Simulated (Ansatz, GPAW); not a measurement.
**A 2-layer slab of Au(110): work function by functional and basis**

Aim: the work function of both faces of a 2-layer slab of Au(110), and its spread over functionals and bases.

Method: Ansatz plane waves; slab in vacuum with a dipole correction, relaxation, in the first sound run; inputs show where later runs differ, in GPAW 26.7.0 and Ansatz 0.2.0.

This is a report of a sequence of runs, with most program output left out.

### Step 1. The starting structure

The cell holds 2 atoms: 2 Au. Cell: a = 4.080 Å, b = 2.885 Å, c = 15.442 Å, α = 90.0°, β = 90.0°, γ = 90.0°. Vacuum lies along c.

### Step 2. Relaxing the atoms

Forces are removed first; all later runs use this geometry. The lowest 1 atoms are held at bulk positions and keep their forces.

Contents of input.yaml:

```yaml
crystal:
  lattice:
    - [4.08, 0.0, 0.0]
    - [0.0, 2.8849956672, 0.0]
    - [0.0, 0.0, 15.4424978336]
  atoms:
    - { symbol: Au, position: [0.5, 0.5, 0.4532945431] }
    - { symbol: Au, position: [0.0, 0.0, 0.5467054569] }
kpoints:
  mp_grid: { grid: [8, 11, 1] }
hamiltonian:
  xc: pbe
scf:
  occupations: { method: fermi_dirac, width: 0.1 }
efield:
  axis: 3
  dipole_correction: true
  ramp_width: 0.05
relax:
  f_tol: 0.02
  max_steps: 60
  constraints: [{ sites: [0] }]
output:
  write_potential: true
  write_density: true
  volumetric_format: npy
```

Started as:

```console
ansatz run input.yaml --threads 4 --pin off --max-ram 8192MiB --backend cpu --events-out ev --progress --plain --runs-dir out
```

The job ended after 14 s (4 threads of Intel Xeon Platinum 8488C (Sapphire Rapids), shared host; peak memory 0.51 GiB; 46 s of CPU time).

The steps of the relaxation:

```csv
step,energy less that of the first step (eV),largest force component (eV/Å)
1,0.0000,0.7976
2,-0.1255,0.4831
3,-0.1883,0.1639
4,-0.1970,0.0272
5,-0.1973,0.0011
```

The run keeps the 4 symmetry operations that it works with, so distortions that break them were not tested.

The atoms that moved most (Å):

```csv
atom,dx,dy,dz,length
Au2,0.000,0.000,-0.501,0.501
```

Final coordinates:

```cif
data_structure
_symmetry_space_group_name_H-M 'P 1'
_symmetry_Int_Tables_number 1
_cell_length_a 4.0800
_cell_length_b 2.8850
_cell_length_c 15.4425
_cell_angle_alpha 90.000
_cell_angle_beta 90.000
_cell_angle_gamma 90.000
_cell_volume 181.77
loop_
_atom_site_label
_atom_site_type_symbol
_atom_site_fract_x
_atom_site_fract_y
_atom_site_fract_z
_atom_site_occupancy
Au1 Au 0.50000 0.50000 0.45329 1
Au2 Au 0.00000 0.00000 0.51425 1
```

This step gave:

| Quantity | Value |
| --- | --- |
| free energy | -26297.5231 eV |
| smearing term TS | 0.02709 eV |
| symmetry operations | 4 |
| upper work function | 4.695 eV |
| lower work function | 4.695 eV |
| dipole along the normal | 4.78e-6 e·Å |
| dipole field | 4.76e-6 V/Å |
| vacuum level above | 4.693 eV |
| vacuum level below | 4.693 eV |

Electrostatic potential energy of an electron (with the applied field's), less the Fermi level, planar mean against z:

```csv
z (Å),"electrostatic potential energy of an electron (with the applied field's), less the Fermi level, planar mean (eV)"
0.0,4.70
0.5,4.69
1.0,4.69
1.5,4.69
2.0,4.69
2.5,4.69
3.0,4.69
3.5,4.69
4.0,4.69
4.5,4.66
5.0,4.56
5.5,4.13
6.0,2.18
6.5,-5.31
7.0,-11.2
7.5,-14.8
8.0,-10.6
8.5,-4.34
9.0,2.60
9.5,4.22
10.0,4.58
10.5,4.67
11.0,4.69
11.5,4.69
12.0,4.69
12.5,4.70
13.0,4.70
13.5,4.70
14.0,4.70
14.5,4.70
15.0,4.70
```

Table of valence density, planar mean by z:

```csv
z (Å),"valence density, planar mean (e/Å³)"
3.5,8.5e-5
4.0,3.1e-4
4.5,0.00142
5.0,0.00603
5.5,0.0277
6.0,0.133
6.5,0.771
7.0,1.60
7.5,1.60
8.0,1.56
8.5,0.655
9.0,0.110
9.5,0.0231
10.0,0.00504
10.5,0.00120
11.0,2.7e-4
11.5,7.3e-5
```

The relaxation lowered the energy of the cell by 0.197 eV.

### Step 3. Plane waves, PBE

The work function is the vacuum plateau of the electrostatic potential less the Fermi level; a dipole layer lets the two faces have plateaus of their own.

This step: GPAW, PAW setups; slab in vacuum (GPAW 26.7.0).

Contents of run.py:

```python
import json
import numpy as np
from ase import Atoms
from gpaw import GPAW, PW

slab = Atoms(
    ['Au', 'Au'],
    positions=[
        [2.04000, 1.44250, 7.00000],
        [0.00000, 0.00000, 7.94123]],
    cell=[[4.08, 0.0, 0.0], [0.0, 2.885, 0.0], [0.0, 0.0, 15.4425]],
    pbc=[True, True, False])

slab.calc = GPAW(mode=PW(400), xc='PBE', kpts={'size': (8, 11, 1), 'gamma': True},
                 occupations={'name': 'fermi-dirac', 'width': 0.1}, nbands='140%',
                 convergence={'density': 1e-05}, maxiter=200,
                 poissonsolver={'dipolelayer': 'xy'},
                 symmetry={'tolerance': 1e-3}, txt='slab.txt')
result = {}
energy = slab.get_potential_energy()
fermi = slab.calc.get_fermi_level()
v = slab.calc.get_electrostatic_potential().mean((0, 1)) - fermi
n = slab.calc.get_pseudo_density().mean((0, 1))
L = slab.cell[2, 2]
z = np.arange(len(v)) * L / len(v)
low, high = slab.positions[:, 2].min(), slab.positions[:, 2].max()
below, above = np.interp([low - 4.8, high + 4.8], z, v)
slopes = [np.interp(x, z, np.gradient(v, z)) for x in (low - 4.8, high + 4.8)]
eps = np.array([[slab.calc.get_eigenvalues(k, s) for k in range(len(slab.calc.get_ibz_k_points()))]
                for s in range(slab.calc.get_number_of_spins())]) - fermi
top, bottom = eps[eps < 0].max(), eps[eps > 0].min()
dipole = slab.get_dipole_moment()[2]
print(f'energy {energy:.4f} eV, Fermi level {fermi:.4f} eV, dipole {dipole:.5f} e A')
print(f'potential 4.8 A off the faces, from the Fermi level: lower {below:.4f} eV, upper {above:.4f} eV')
print(f'slope of the potential there: lower {slopes[0]:.5f}, upper {slopes[1]:.5f} eV/A')
print(f'nearest levels on the mesh: {top:.4f} and {bottom:.4f} eV')
print('magnetic moment', round(slab.get_magnetic_moment(), 3))
result.update(energy=energy, fermi=fermi, dipole=dipole, below=below, above=above, slopes=slopes, edges=[top, bottom],
              z=z.tolist(), v=v.tolist(), n=n.tolist(), positions=slab.positions.tolist(),
              forces=slab.get_forces(apply_constraint=False).tolist(), moments=slab.get_magnetic_moments().tolist())
json.dump(result, open('result.json', 'w'))
```

Started as:

```console
OMP_NUM_THREADS=1 OPENBLAS_NUM_THREADS=1 python run.py
```

The job ended after 26 s (1 thread; peak memory 0.19 GiB).

Numbers from this step:

* dipole along the normal: -8.55e-5 e·Å
* levels nearest the Fermi level on the mesh: -0.05446, 0.002285 eV from the Fermi level
* upper work function: 4.691 eV
* lower work function: 4.691 eV

Table of electrostatic potential energy of an electron (without an applied field's), less the Fermi level, planar mean by z:

```csv
z (Å),"electrostatic potential energy of an electron (without an applied field's), less the Fermi level, planar mean (eV)"
0.0,4.69
0.5,4.69
1.0,4.69
1.5,4.69
2.0,4.69
2.5,4.69
3.0,4.69
3.5,4.69
4.0,4.68
4.5,4.66
5.0,4.56
5.5,4.13
6.0,2.22
6.5,-5.27
7.0,-14.9
7.5,-15.2
8.0,-14.3
8.5,-3.98
9.0,2.62
9.5,4.22
10.0,4.58
10.5,4.66
11.0,4.68
11.5,4.69
12.0,4.69
12.5,4.69
13.0,4.69
13.5,4.69
14.0,4.69
14.5,4.69
15.0,4.69
```

Pseudo valence density, planar mean against z:

```csv
z (Å),"pseudo valence density, planar mean (e/Å³)"
3.5,8.6e-5
4.0,3.4e-4
4.5,0.00138
5.0,0.00625
5.5,0.0282
6.0,0.129
6.5,0.429
7.0,0.901
7.5,0.834
8.0,0.874
8.5,0.379
9.0,0.108
9.5,0.0234
10.0,0.00527
10.5,0.00118
11.0,2.9e-4
11.5,7.3e-5
```

Force by atom:

```csv
atom,x (eV/Å),y (eV/Å),z (eV/Å),size
Au1,0.000,0.000,-0.176,0.176
Au2,0.000,0.000,0.177,0.177
```

The potential is flat to 1.7e-4 eV/Å where it is read, so the vacuum is wide enough. The geometry is the other program's minimum; here the largest force on a free atom is 0.18 eV/Å.

### Step 4. OptPBE vdW: xc = "optPBE-vdW"

The same geometry under optPBE-vdW, to see how far the functional moves the levels against the vacuum (the van der Waals functionals take revPBE setups).

run.py: that of step 3 with these lines changed.

```diff
@@ -13,3 +13,3 @@
 
-slab.calc = GPAW(mode=PW(400), xc='PBE', kpts={'size': (8, 11, 1), 'gamma': True},
+slab.calc = GPAW(mode=PW(400), xc='optPBE-vdW', kpts={'size': (8, 11, 1), 'gamma': True},
                  occupations={'name': 'fermi-dirac', 'width': 0.1}, nbands='140%',
```

The job ended after 29 s (1 thread; peak memory 0.3 GiB).

This step gave:

```yaml
dipole_along_the_normal: -8.88e-5 e·Å
levels_nearest_the_fermi_level_on_the_mesh: -0.03873, 0.006891 eV from the Fermi level
upper_work_function: 4.899 eV
lower_work_function: 4.899 eV
```

Table of electrostatic potential energy of an electron (without an applied field's), less the Fermi level, planar mean by z:

```csv
z (Å),"electrostatic potential energy of an electron (without an applied field's), less the Fermi level, planar mean (eV)"
0.0,4.90
0.5,4.90
1.0,4.90
1.5,4.90
2.0,4.90
2.5,4.90
3.0,4.90
3.5,4.90
4.0,4.89
4.5,4.85
5.0,4.73
5.5,4.27
6.0,2.30
6.5,-5.23
7.0,-14.9
7.5,-15.1
8.0,-14.3
8.5,-3.94
9.0,2.70
9.5,4.36
10.0,4.76
10.5,4.86
11.0,4.89
11.5,4.90
12.0,4.90
12.5,4.90
13.0,4.90
13.5,4.90
14.0,4.90
14.5,4.90
15.0,4.90
```

Pseudo valence density, planar mean against z:

z (Å), pseudo valence density, planar mean (e/Å³) and a bar:
```
      3.0      0.000 
      3.5      0.000 
      4.0      0.000 
      4.5      0.002 
      5.0      0.007 
      5.5      0.029 #
      6.0      0.128 ####
      6.5      0.428 ##############
      7.0      0.901 ##############################
      7.5      0.833 ############################
      8.0      0.875 #############################
      8.5      0.378 #############
      9.0      0.108 ####
      9.5      0.024 #
     10.0      0.006 
     10.5      0.001 
     11.0      0.000 
     11.5      0.000 
     12.0      0.000
```

Force by atom:

```csv
atom,x (eV/Å),y (eV/Å),z (eV/Å),size
Au1,0.000,0.000,-0.578,0.578
Au2,0.000,0.000,0.578,0.578
```

The upper face's work function is 4.899 eV, against 4.691 eV in the first plane-wave PBE run at this geometry.

### Step 5. Self-consistent run: xc = "revPBE"

The same geometry under revPBE, to see how far the functional moves the levels against the vacuum.

run.py: that of step 4 with these lines changed.

```diff
@@ -13,3 +13,3 @@
 
-slab.calc = GPAW(mode=PW(400), xc='optPBE-vdW', kpts={'size': (8, 11, 1), 'gamma': True},
+slab.calc = GPAW(mode=PW(400), xc='revPBE', kpts={'size': (8, 11, 1), 'gamma': True},
                  occupations={'name': 'fermi-dirac', 'width': 0.1}, nbands='140%',
```

Elapsed: 25 s, on 1 thread; peak memory 0.19 GiB.

This step gave:

```
dipole along the normal                    : -8.57e-5 e·Å
levels nearest the Fermi level on the mesh : -0.003521, 0.08042 eV from the Fermi level
upper work function                        : 4.519 eV
lower work function                        : 4.519 eV
```

The upper face's work function is 4.519 eV, against 4.691 eV in the first plane-wave PBE run at this geometry.

### Step 6. Self-consistent run: xc = "vdW-DF2"

The same geometry under vdW-DF2, to see how far the functional moves the levels against the vacuum (the van der Waals functionals take revPBE setups).

run.py: that of step 5 with these lines changed.

```diff
@@ -13,3 +13,3 @@
 
-slab.calc = GPAW(mode=PW(400), xc='revPBE', kpts={'size': (8, 11, 1), 'gamma': True},
+slab.calc = GPAW(mode=PW(400), xc='vdW-DF2', kpts={'size': (8, 11, 1), 'gamma': True},
                  occupations={'name': 'fermi-dirac', 'width': 0.1}, nbands='140%',
```

Run time: 50 s. Hardware: 1 thread; peak memory 0.3 GiB.

Numbers from this step:

```yaml
dipole_along_the_normal: -6.68e-5 e·Å
levels_nearest_the_fermi_level_on_the_mesh: -0.002338, 0.02377 eV from the Fermi level
upper_work_function: 5.130 eV
lower_work_function: 5.130 eV
```

Table of electrostatic potential energy of an electron (without an applied field's), less the Fermi level, planar mean by z:

z (Å), electrostatic potential energy of an electron (without an applied field's), less the Fermi level, planar mean (eV) and a bar from the least value:
```
      0.0        5.1 ##############################
      0.5        5.1 ##############################
      1.0        5.1 ##############################
      1.5        5.1 ##############################
      2.0        5.1 ##############################
      2.5        5.1 ##############################
      3.0        5.1 ##############################
      3.5        5.1 ##############################
      4.0        5.1 ##############################
      4.5        5.1 ##############################
      5.0        4.9 ##############################
      5.5        4.4 #############################
      6.0        2.4 ##########################
      6.5       -5.3 ###############
      7.0      -15.1 
      7.5      -15.3 
      8.0      -14.5 #
      8.5       -4.0 #################
      9.0        2.8 ###########################
      9.5        4.5 #############################
     10.0        5.0 ##############################
     10.5        5.1 ##############################
     11.0        5.1 ##############################
     11.5        5.1 ##############################
     12.0        5.1 ##############################
     12.5        5.1 ##############################
     13.0        5.1 ##############################
     13.5        5.1 ##############################
     14.0        5.1 ##############################
     14.5        5.1 ##############################
     15.0        5.1 ##############################
```

The upper face's work function is 5.130 eV, against 4.691 eV in the first plane-wave PBE run at this geometry.

### Step 7. Real-space grid: mode = "fd"

A real-space grid is a second complete basis, so it checks the plane-wave result.

run.py: that of step 6 with these lines changed.

```diff
@@ -3,3 +3,3 @@
 from ase import Atoms
-from gpaw import GPAW, PW
+from gpaw import GPAW
 
@@ -13,3 +13,3 @@
 
-slab.calc = GPAW(mode=PW(400), xc='vdW-DF2', kpts={'size': (8, 11, 1), 'gamma': True},
+slab.calc = GPAW(mode='fd', h=0.18, xc='PBE', kpts={'size': (8, 11, 1), 'gamma': True},
                  occupations={'name': 'fermi-dirac', 'width': 0.1}, nbands='140%',
```

Wall time 3.4 min (1 thread); peak memory 0.54 GiB.

Numbers from this step:

| Quantity | Value |
| --- | --- |
| dipole along the normal | -4.50e-7 e·Å |
| levels nearest the Fermi level on the mesh | -0.05520, 0.001826 eV from the Fermi level |
| upper work function | 4.689 eV |
| lower work function | 4.689 eV |

The upper face's work function is 4.689 eV, against 4.691 eV in the first plane-wave PBE run at this geometry.

### Step 8. Atomic orbitals: mode = "lcao"

Atom-centred orbitals end a few angstrom from the surface, which tests how much the density's tail matters.

run.py: that of step 7 with these lines changed.

```diff
@@ -13,4 +13,4 @@
 
-slab.calc = GPAW(mode='fd', h=0.18, xc='PBE', kpts={'size': (8, 11, 1), 'gamma': True},
-                 occupations={'name': 'fermi-dirac', 'width': 0.1}, nbands='140%',
+slab.calc = GPAW(mode='lcao', basis='dzp', h=0.18, xc='PBE', kpts={'size': (8, 11, 1), 'gamma': True},
+                 occupations={'name': 'fermi-dirac', 'width': 0.1}, nbands='120%',
                  convergence={'density': 1e-05}, maxiter=200,
```

Wall time 37 s (1 thread); peak memory 0.24 GiB.

Numbers from this step:

```yaml
dipole_along_the_normal: 5.57e-7 e·Å
levels_nearest_the_fermi_level_on_the_mesh: -0.08295, 0.009430 eV from the Fermi level
upper_work_function: 4.046 eV
lower_work_function: 4.046 eV
```

Electrostatic potential energy of an electron (without an applied field's), less the Fermi level, planar mean against z:

z (Å), electrostatic potential energy of an electron (without an applied field's), less the Fermi level, planar mean (eV) and a bar from the least value:
```
      0.0        4.0 ##############################
      0.5        4.0 ##############################
      1.0        4.0 ##############################
      1.5        4.0 ##############################
      2.0        4.0 ##############################
      2.5        4.0 ##############################
      3.0        4.0 ##############################
      3.5        4.0 ##############################
      4.0        4.0 ##############################
      4.5        4.0 ##############################
      5.0        4.0 ##############################
      5.5        3.6 #############################
      6.0        1.8 ###########################
      6.5       -5.6 ###############
      7.0      -15.4 
      7.5      -15.6 
      8.0      -14.8 #
      8.5       -4.4 #################
      9.0        2.2 ###########################
      9.5        3.7 #############################
     10.0        4.0 ##############################
     10.5        4.0 ##############################
     11.0        4.0 ##############################
     11.5        4.0 ##############################
     12.0        4.0 ##############################
     12.5        4.0 ##############################
     13.0        4.0 ##############################
     13.5        4.0 ##############################
     14.0        4.0 ##############################
     14.5        4.0 ##############################
     15.0        4.0 ##############################
```

The upper face's work function is 4.046 eV, against 4.691 eV in the first plane-wave PBE run at this geometry.

### Step 9. All levels side by side

Times are for 1 thread of Intel Xeon Platinum 8488C (Sapphire Rapids), shared host. Results by setting:

```csv
no.,run,upper work function (eV),time,memory (GiB)
1,pw,4.691,26 s,0.19
2,optPBE vdW,4.899,29 s,0.3
3,revPBE,4.519,25 s,0.19
4,vdW DF2,5.130,50 s,0.3
5,fd,4.689,3.4 min,0.54
6,lcao,4.046,37 s,0.24
```

(Continued in part 2 of 2.)

[Logs are printed without paths, hosts, clocks, repeated set-up lines and the standing remarks that a program may print on its own settings, such as how far it seeks lower states.]

[Hosts, paths, dates, database ids (printed as entryN), source tags and the programs' standing remarks are cut or masked in the printed files.]
